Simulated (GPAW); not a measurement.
# Sn K ELNES/XANES of YSn3 (Pm-3m) from DFT, part 2 of 3

What does one-electron theory with a core hole give for the Sn K edge of YSn3 (Pm-3m)?

GPAW 26.7.0; X-ray absorption from dipole matrix elements to empty bands, plane-wave PAW LDA.

So far. Step 2 (Ground state of the crystal): The mesh shows no gap, so the system is treated as a metal and the core electron is put at the Fermi level (neutral cell). Step 3 (Spectrum without a core hole, Sn atom 1): Main maxima below 26 eV (height): 5.2 eV (1.22) and 21.2 eV (1.09). A K edge sees empty p states on the absorber.

**5. Spectrum with XCH, Sn atom 1**

The holes are 6.6 Å apart. In GPAW the data set carries the hole's charge, so charge=0 means a charged cell and charge=-1 a neutral one. The excited electron is kept in the cell, where it fills the lowest empty states and screens the hole. After the field has converged, empty bands are computed with the density fixed and the dipole matrix elements are summed.

xas.py

```python
import numpy as np
from ase import Atoms
from ase.parallel import parprint, paropen
from gpaw import GPAW, PW, FermiDirac, Mixer, MixerDif, setup_paths
from gpaw.test import gen
setup_paths.insert(0, '.')
gen('Sn', name='fch1s', xcname='LDA', corehole=(1, 0, 1), write_xml=True)
from gpaw.mpi import world
world.barrier()

atoms = Atoms('Sn6Y2',
    cell=[[4.666, 0, 4.666],
     [0, 4.666, 4.666],
     [-4.666, 0, 4.666]],
    scaled_positions=[[0, 0.5, 0.5],
     [0.5, 0.5, 0],
     [0.5, 0, 0],
     [0, 0, 0.5],
     [0, 0.5, 0],
     [0.5, 0.5, 0.5],
     [0, 0, 0],
     [0.5, 0, 0.5]],
    pbc=True)
atoms.calc = calc = GPAW(legacy_gpaw=True, mode=PW(430, force_complex_dtype=True), xc='LDA', setups={0: 'fch1s'},
    kpts={'size': (5, 5, 5), 'gamma': True}, occupations=FermiDirac(0.1),
    charge=-1, mixer=Mixer(0.1, 5, 50), maxiter=150,
    convergence={'density': 0.0001, 'eigenstates': 1e-6}, txt='scf.txt')
energy = atoms.get_potential_energy() + calc.get_reference_energy()
ef = calc.get_fermi_level()
out = dict(energy=energy, fermi=ef, forces=atoms.get_forces().tolist())
parprint(f'all-electron energy {energy:.4f} eV, Fermi level {ef:.4f} eV')
ev = np.array([[calc.get_eigenvalues(k, s) for k in range(len(calc.get_ibz_k_points()))] for s in range(calc.get_number_of_spins())])
out['homo'], out['lumo'], out['counts'] = ev[ev < ef].max(), ev[ev > ef].min(), sorted(set((ev < ef).sum((0, 2)).tolist()))
out['filled'] = (ev[:, 0] < ef).sum(1).tolist()

from ase.units import Ha
from gpaw.xas import dipole_matrix_elements
nb = int(calc.get_number_of_electrons() / 2) + 134
top, nb = nb, nb + 8 + nb // 12
nscf = calc.fixed_density(kpts={'size': (5, 5, 5), 'gamma': True}, nbands=nb,
    convergence={'bands': top, 'eigenstates': 5e-3}, maxiter=60, txt='nscf.txt')
cell = atoms.cell.array
ops = [cell.T @ U.T @ np.linalg.inv(cell.T) for U in nscf.wfs.kd.symmetry.op_scc]
E = np.arange(-6, 34, 0.1)
fwhm = np.interp(E, [4, 25], [8.49, 8.49])
Y, X, zero, highest = 0, 0, 1e9, 1e9
for spin in range(nscf.get_number_of_spins()):
    wfs = nscf.wfs
    mine = wfs.bd.get_slice()  # this rank's bands
    A = dipole_matrix_elements(wfs.setups[0])
    eps = np.zeros((wfs.kd.nibzkpts, nb))
    d = np.zeros((3, A.shape[1], wfs.kd.nibzkpts, nb), complex)
    for kpt in wfs.kpt_u:
        if kpt.s == spin and 0 in kpt.P_ani:
            eps[kpt.k, mine] = kpt.eps_n * Ha
            d[:, :, kpt.k, mine] = (kpt.weight * wfs.nspins / 2) ** 0.5 * np.inner(A, kpt.P_ani[0])
    world.sum(eps)
    world.sum(d)
    T = np.einsum('amkn,bmkn->abkn', d, d.conj()).real
    T = sum(np.einsum('ai,ijkn,bj->abkn', R, T, R) for R in ops) / len(ops)
    empty = eps > ef
    zero, highest = min(zero, eps[empty].min()), min(highest, eps[:, top - 1].min())
    lines = [(eps, T, empty)] if spin == 0 else lines + [(eps, T, empty)]
for eps, T, empty in lines:
    f = np.einsum('aakn->akn', T).reshape(3, -1)
    x = eps.ravel() - zero
    w = np.interp(x, E, fwhm) / 2.35482
    g = np.exp(-0.5 * ((E[:, None] - x) / w) ** 2) / (w * (2 * np.pi) ** 0.5)
    Y = Y + (f * empty.ravel()) @ g.T
    X = X + (f * ~empty.ravel()) @ g.T
out.update(E=E.round(2).tolist(), xas=Y.tolist(), xes=X.tolist(), zero=zero, valid=highest - zero, nk=len(eps), nb=nb)
for i in range(0, len(E), 10):
    parprint(f'{E[i]:7.2f}', *(f'{v:10.3e}' for v in Y[:, i]))
import json
with paropen('out.json', 'w') as f:
    json.dump(out, f)
```

Launch:

```console
OMP_NUM_THREADS=1 mpirun -n 4 gpaw python xas.py
```

Numbers of over 12 decimals in the logs are rounded to 6 here.

What it wrote:

```text
Input parameters:
  charge: -1
  convergence: {density: 0.0001,
                eigenstates: 1e-06}
  kpts: {gamma: True,
         size: (5, 5, 5)}
  maxiter: 150
  mixer: {backend: pulay,
          beta: 0.1,
          method: separate,
          nmaxold: 5,
          weight: 50}
  mode: {ecut: 430.0,
         force_complex_dtype: True,
         name: pw}
  occupations: {fixmagmom: False,
                name: fermi-dirac,
                width: 0.1}
  setups: {0: fch1s}

Initialize ...

[... PAW data sets ...]

Reference energy: -1161904.775990  # eV

Spin-paired calculation

[... convergence settings ...]
Symmetries present (total): 8
  [... symmetry matrices ...]

125 k-points: 5 x 5 x 5 Monkhorst-Pack grid
27 k-points in the irreducible part of the Brillouin zone
       k-points in crystal coordinates                weights
   0:     0.00000000    0.00000000    0.00000000          1/125
   1:     0.20000000   -0.20000000   -0.20000000          2/125
   2:     0.20000000    0.00000000   -0.20000000          4/125
   3:     0.20000000    0.00000000    0.00000000          4/125
   4:     0.20000000    0.20000000   -0.20000000          2/125
   5:     0.20000000    0.20000000    0.00000000          4/125
   6:     0.20000000    0.20000000    0.20000000          2/125
   7:     0.40000000   -0.40000000   -0.40000000          2/125
   8:     0.40000000   -0.40000000    0.20000000          8/125
   9:     0.40000000   -0.20000000   -0.40000000          4/125
          ...
  26:     0.40000000    0.40000000    0.40000000          2/125

Wave functions: Plane wave expansion
  Cutoff energy: 430.000 eV
  Number of coefficients (min, max): 4083, 4125
  Pulay-stress correction: 0.000000 eV/Ang^3 (de/decut=0.000000)
  Using FFTW library
  Wavefunction extrapolation:
    Improved wavefunction reuse through dual PAW basis

Occupation numbers: Fermi-Dirac:
  width: 0.1000  # eV

Eigensolver
   Davidson(niter=2)

Densities:
  Coarse grid: 32*32*32 grid
  Fine grid: 64*64*64 grid
  Total Charge: 0.000000

Density mixing:
  Method: separate
  Backend: pulay
  Linear mixing parameter: 0.1
  old densities: 5
  Width of damping distribution: 1.1
  Damping of long wavelength oscillations: 50

[... Hamiltonian set-up ...]
Number of atoms: 8
Number of atomic orbitals: 80
Number of bands in calculation: 69
Number of valence electrons: 107
Bands to converge: occupied

... initialized

Initializing position-dependent things.

Density initialized from atomic densities
Creating initial wave functions:
  69 bands from LCAO basis set

              Sn

         Sn         Sn
             Y

              Sn
       Sn         Sn

             Y

Atomic positions and initial magnetic moments

Positions:
   0 Sn    -2.333000    2.333000    4.666000    ( 0.0000,  0.0000,  0.0000)
   1 Sn     2.333000    2.333000    4.666000    ( 0.0000,  0.0000,  0.0000)
   2 Sn     2.333000    0.000000    2.333000    ( 0.0000,  0.0000,  0.0000)
   3 Sn    -2.333000    0.000000    2.333000    ( 0.0000,  0.0000,  0.0000)
   4 Sn     0.000000    2.333000    2.333000    ( 0.0000,  0.0000,  0.0000)
   5 Sn     0.000000    2.333000    6.999000    ( 0.0000,  0.0000,  0.0000)
   6 Y      0.000000    0.000000    0.000000    ( 0.0000,  0.0000,  0.0000)
   7 Y      0.000000    0.000000    4.666000    ( 0.0000,  0.0000,  0.0000)

Unit cell:
           periodic     x           y           z      points  spacing
  1. axis:    yes    4.666000    0.000000    4.666000    32     0.1684
  2. axis:    yes    0.000000    4.666000    4.666000    32     0.1458
  3. axis:    yes   -4.666000    0.000000    4.666000    32     0.1684

  Lengths:   6.598720   6.598720   6.598720
  Angles:   60.000000  90.000000  60.000000

Effective grid spacing dv^(1/3) = 0.1837

iter:   1   -53.588168
iter:   2   -52.547403   -1.57  -1.40
iter:   3   -51.477095   -1.70  -1.49
iter:   4   -51.424534   -3.16  -1.74
iter:   5   -51.366213   -2.24  -1.81
iter:   6   -51.346899   -3.69  -2.46
iter:   7   -51.330875c  -3.52  -2.58
iter:   8   -51.329895c  -4.47  -2.93
iter:   9   -51.329283c  -4.67  -3.20
iter:  10   -51.329268c  -5.71  -3.47
iter:  11   -51.329266c  -6.67c -3.60
iter:  12   -51.329222c  -6.11c -3.63
iter:  13   -51.329222c  -7.22c -4.03c

Converged after 13 iterations.

Dipole moment: (0.000000, -0.000000, 0.000000) |e|*Ang

Energy contributions relative to reference atoms: (reference = -1161904.775990)

Kinetic:        +32.661134
Potential:      -31.083052
External:        +0.000000
XC:             -53.113789
Entropy (-ST):   -0.124221
Local:           +0.268596
SIC:             +0.000000
--------------------------
Free energy:    -51.391333
Extrapolated:   -51.329222

Showing only first 2 kpts
 Kpt  Band  Eigenvalues  Occupancy
  0    51      8.85210    0.00908
  0    52      9.42319    0.00003
  0    53      9.46104    0.00002
  0    54      9.49027    0.00002

  1    51      7.19379    1.99997
  1    52      7.82277    1.98526
  1    53      8.65764    0.06178
[...]
Fermi level: 8.31304

No gap
No difference between direct/indirect transitions

Forces in eV/Ang:
  0 Sn    0.00000   -0.00000    0.00000
  1 Sn    0.00000    0.00000    0.00000
  2 Sn    0.00000    0.00000   -0.00000
  3 Sn    0.00000    0.00000   -0.00000
  4 Sn   -0.00000   -0.00000    0.00000
  5 Sn   -0.00000    0.00000    0.00000
  6 Y    -0.00000    0.00000    0.00000
  7 Y     0.00000    0.00000   -0.00000
Scalar-relativistic atomic LDA calculation for Sn (Tin, Z=50)
Core hole in 1s state (1s occupation: 1.0)
750 radial gridpoints.
|------------------------------------------------|
|------------------------------------------------|
[... the atom generator's iteration count ...]

Energy contributions:
-------------------------
Kinetic:    +5276.056261
XC:          -143.890541
Potential: -10225.661103
-------------------------
Total:      -5093.495383

state      eigenvalue         ekin         rmax
-----------------------------------------------
1s^1.0 : -1088.196241  1367.904766        0.019
2s^2.0 :  -167.334963   290.036643        0.105
2p^6.0 :  -152.111082   277.465433        0.083
3s^2.0 :   -33.069662    83.401320        0.303
3p^6.0 :   -27.833859    78.099019        0.294
3d^10.0:   -19.332510    71.560928        0.244
4s^2.0 :    -5.688765    22.953194        0.727
4p^6.0 :    -4.044466    19.741147        0.763
4d^10.0:    -1.556882    13.630167        0.846
5s^2.0 :    -0.761474     3.525616        1.879
5p^2.0 :    -0.450294     2.286700        2.241
-----------------------------------------------
(units: Bohr and Hartree)

Generating PAW setup
Kinetic energy of the core from tauc = 5260.686108729569
Cutoffs:
rc(s)=2.270
rc(p)=2.400
rc(d)=2.240
rc(vbar)=2.250
rc(comp)=2.260
rc(nct)=2.400

Kinetic energy of the core states: 5128.129960
Charge: 1.0
Core electrons: 35.0
Valence electrons: 14.0
Pseudo-core charge: 0.221958
Shape function alpha=1.958
Pseudo-electron charge 6.372038
state    eigenvalue         norm
--------------------------------
5s(2) :    -0.761474     1.228420
*s    :     0.238526
5p(2) :    -0.450294     1.048618
*p    :     0.549706
4d(10):    -1.556882     0.159600
*d    :    -0.556882
--------------------------------

Diagonalizing with gridspacing h=0.050

state   all-electron     PAW
-------------------------------
5s:      -0.761474    -0.762236
5p:      -0.450294    -0.451667
4d:      -1.556882    -1.557625
*f:                   -0.025424
-------------------------------
all-electron energy -1161956.1052 eV, Fermi level 8.3130 eV
[...]
31.00  1.291e-08  1.291e-08  1.269e-08
  32.00  1.295e-08  1.295e-08  1.260e-08
  33.00  1.297e-08  1.297e-08  1.241e-08
```

Elapsed: 93 s, on 4 MPI ranks of Intel Xeon Platinum 8488C (Sapphire Rapids), shared host; peak memory 0.48 GiB.

The Sn K spectrum, Sn atom 1, excited-electron core hole (neutral cell) (energy from the lowest empty level; intensity scaled to a mean of 1 over the first 20 eV):

```csv
E (eV),intensity
-2.0,0.44
-1.5,0.52
-1.0,0.60
-0.5,0.69
0.0,0.77
0.5,0.85
1.0,0.93
1.5,1.00
2.0,1.07
2.5,1.12
3.0,1.16
3.5,1.19
4.0,1.21
4.5,1.22
5.0,1.21
5.5,1.20
6.0,1.18
6.5,1.15
7.0,1.11
7.5,1.08
8.0,1.04
8.5,1.00
9.0,0.97
9.5,0.94
10.0,0.91
10.5,0.88
11.0,0.86
11.5,0.85
12.0,0.84
12.5,0.84
13.0,0.84
13.5,0.84
14.0,0.85
14.5,0.87
15.0,0.88
15.5,0.90
16.0,0.93
16.5,0.95
17.0,0.97
17.5,1.00
18.0,1.02
18.5,1.04
19.0,1.06
19.5,1.07
20.0,1.08
20.5,1.08
21.0,1.08
21.5,1.07
22.0,1.06
22.5,1.04
23.0,1.02
23.5,1.00
24.0,0.97
24.5,0.95
25.0,0.92
25.5,0.90
26.0,0.88
26.5,0.86
27.0,0.84
27.5,0.82
28.0,0.81
28.5,0.80
29.0,0.79
29.5,0.78
30.0,0.78
30.5,0.78
31.0,0.78
31.5,0.78
32.0,0.78
```

Main maxima below 28 eV (height): 4.6 eV (1.22) and 20.6 eV (1.08). 

**6. Spectrum with FCH, Sn atom 1**

The holes are 6.6 Å apart. In GPAW the data set carries the hole's charge, so charge=0 means a charged cell and charge=-1 a neutral one. The excited electron is left out and a uniform background balances the charge. After the field has converged, empty bands are computed with the density fixed and the dipole matrix elements are summed.

Changed against the first core-hole run: core hole to FCH.

Edit xas.py of step 5 so:

```diff
@@ -25,3 +25,3 @@
     kpts={'size': (5, 5, 5), 'gamma': True}, occupations=FermiDirac(0.1),
-    charge=-1, mixer=Mixer(0.1, 5, 50), maxiter=150,
+    charge=0, mixer=Mixer(0.1, 5, 50), maxiter=150,
     convergence={'density': 0.0001, 'eigenstates': 1e-6}, txt='scf.txt')
```

What it wrote:

```text
Input parameters:
  convergence: {density: 0.0001,
                eigenstates: 1e-06}
  kpts: {gamma: True,
         size: (5, 5, 5)}
  maxiter: 150
  mixer: {backend: pulay,
          beta: 0.1,
          method: separate,
          nmaxold: 5,
          weight: 50}
  mode: {ecut: 430.0,
         force_complex_dtype: True,
         name: pw}
  occupations: {fixmagmom: False,
                name: fermi-dirac,
[...]
*d    :    -0.556882
--------------------------------

Diagonalizing with gridspacing h=0.050

state   all-electron     PAW
-------------------------------
5s:      -0.761474    -0.762236
5p:      -0.450294    -0.451667
4d:      -1.556882    -1.557625
*f:                   -0.025424
-------------------------------
all-electron energy -1161964.3094 eV, Fermi level 8.0660 eV
[...]
32.00  1.290e-08  1.290e-08  1.262e-08
  33.00  1.291e-08  1.291e-08  1.246e-08
[key lines of the parts left out:]
Converged after 14 iterations.
Dipole moment: (-0.000000, -0.000000, -0.000000) |e|*Ang
Free energy:    -59.586473
Fermi level: 8.06597
```

It took 95 s on 4 MPI ranks; peak memory 0.48 GiB.

```csv
E (eV),first run,this run
-2.0,0.44,0.42
-1.0,0.60,0.58
0.0,0.77,0.75
1.0,0.93,0.91
2.0,1.07,1.05
3.0,1.16,1.16
4.0,1.21,1.22
5.0,1.21,1.23
6.0,1.18,1.20
7.0,1.11,1.14
8.0,1.04,1.06
9.0,0.97,0.99
10.0,0.91,0.92
11.0,0.86,0.87
12.0,0.84,0.84
13.0,0.84,0.83
14.0,0.85,0.84
15.0,0.88,0.87
16.0,0.93,0.91
17.0,0.97,0.96
18.0,1.02,1.01
19.0,1.06,1.05
20.0,1.08,1.07
21.0,1.08,1.08
22.0,1.06,1.07
23.0,1.02,1.03
24.0,0.97,0.99
25.0,0.92,0.94
26.0,0.88,0.89
27.0,0.84,0.85
28.0,0.81,0.81
29.0,0.79,0.79
30.0,0.78,0.78
31.0,0.78,0.78
32.0,0.78,0.77
```

The scaled spectrum changes by 1 % r.m.s. The highest intensity below 24 eV goes from 4.6 eV (1.22) to 4.8 eV (1.23).

The photon energy of the zero moves by -0.13 eV.

**7. Reference energy of the supercell**

The cutoff changes for the next run, so it gets a reference energy of its own.

scf.py

```python
import numpy as np
from ase import Atoms
from ase.parallel import parprint, paropen
from gpaw import GPAW, PW, FermiDirac, Mixer, MixerDif, setup_paths
from gpaw.test import gen
setup_paths.insert(0, '.')
gen('Sn', name='nch1s', xcname='LDA', corehole=(1, 0, 0), write_xml=True)
from gpaw.mpi import world
world.barrier()

atoms = Atoms('Sn6Y2',
    cell=[[4.666, 0, 4.666],
     [0, 4.666, 4.666],
     [-4.666, 0, 4.666]],
    scaled_positions=[[0, 0.5, 0.5],
     [0.5, 0.5, 0],
     [0.5, 0, 0],
     [0, 0, 0.5],
     [0, 0.5, 0],
     [0.5, 0.5, 0.5],
     [0, 0, 0],
     [0.5, 0, 0.5]],
    pbc=True)
atoms.calc = calc = GPAW(legacy_gpaw=True, mode=PW(600, force_complex_dtype=True), xc='LDA', setups={0: 'nch1s'},
    kpts={'size': (5, 5, 5), 'gamma': True}, occupations=FermiDirac(0.1),
    charge=0, mixer=Mixer(0.1, 5, 50), maxiter=150,
    convergence={'density': 0.0001, 'eigenstates': 1e-6}, txt='scf.txt')
energy = atoms.get_potential_energy() + calc.get_reference_energy()
ef = calc.get_fermi_level()
out = dict(energy=energy, fermi=ef, forces=atoms.get_forces().tolist())
parprint(f'all-electron energy {energy:.4f} eV, Fermi level {ef:.4f} eV')
ev = np.array([[calc.get_eigenvalues(k, s) for k in range(len(calc.get_ibz_k_points()))] for s in range(calc.get_number_of_spins())])
out['homo'], out['lumo'], out['counts'] = ev[ev < ef].max(), ev[ev > ef].min(), sorted(set((ev < ef).sum((0, 2)).tolist()))
out['filled'] = (ev[:, 0] < ef).sum(1).tolist()
import json
with paropen('out.json', 'w') as f:
    json.dump(out, f)
```

Launch:

```console
OMP_NUM_THREADS=1 mpirun -n 4 gpaw python scf.py
```

What it wrote:

```text
Input parameters:
  convergence: {density: 0.0001,
                eigenstates: 1e-06}
  kpts: {gamma: True,
         size: (5, 5, 5)}
  maxiter: 150
  mixer: {backend: pulay,
          beta: 0.1,
          method: separate,
          nmaxold: 5,
          weight: 50}
  mode: {ecut: 600.0,
         force_complex_dtype: True,
         name: pw}
  occupations: {fixmagmom: False,
                name: fermi-dirac,
[...]
*s    :     0.603157
5p(2) :    -0.142200     1.024228
*p    :     0.857800
4d(10):    -0.952163     0.215312
*d    :     0.047837
--------------------------------

Diagonalizing with gridspacing h=0.050

state   all-electron     PAW
-------------------------------
5s:      -0.396843    -0.397377
5p:      -0.142200    -0.142842
4d:      -0.952163    -0.953074
*f:                    0.066259
-------------------------------
all-electron energy -1191212.1781 eV, Fermi level 8.1609 eV
[key lines of the parts left out:]
Converged after 11 iterations.
Dipole moment: (-0.000000, -0.000000, 0.000000) |e|*Ang
Free energy:    -42.940838
Fermi level: 8.16089
```

The job ended after 53 s (4 MPI ranks; peak memory 0.38 GiB; 3.5 min of CPU time).

Reference energy: -1191212.178 eV with the cores included.

(Part 2 of 3 ends here.)

[Banner, clock and machine lines of the logs are left out without a mark of their own.]

[Logs are printed without paths, hosts, clocks, repeated set-up lines and the standing remarks that a program may print on its own settings, such as how far it seeks lower states.]

[Hosts, paths, dates, database ids (printed as entryN), source tags and the programs' standing remarks are cut or masked in the printed files.]

[Lists of maxima count a maximum above −3 eV only where it reaches 4 % of the highest in the window and stands out from its surroundings by 2 % of it (1.5 % where it reaches 55 %); shoulders and weaker maxima are passed over, and of the rest the first, up to two pre-edge ones and the few strongest are named.]
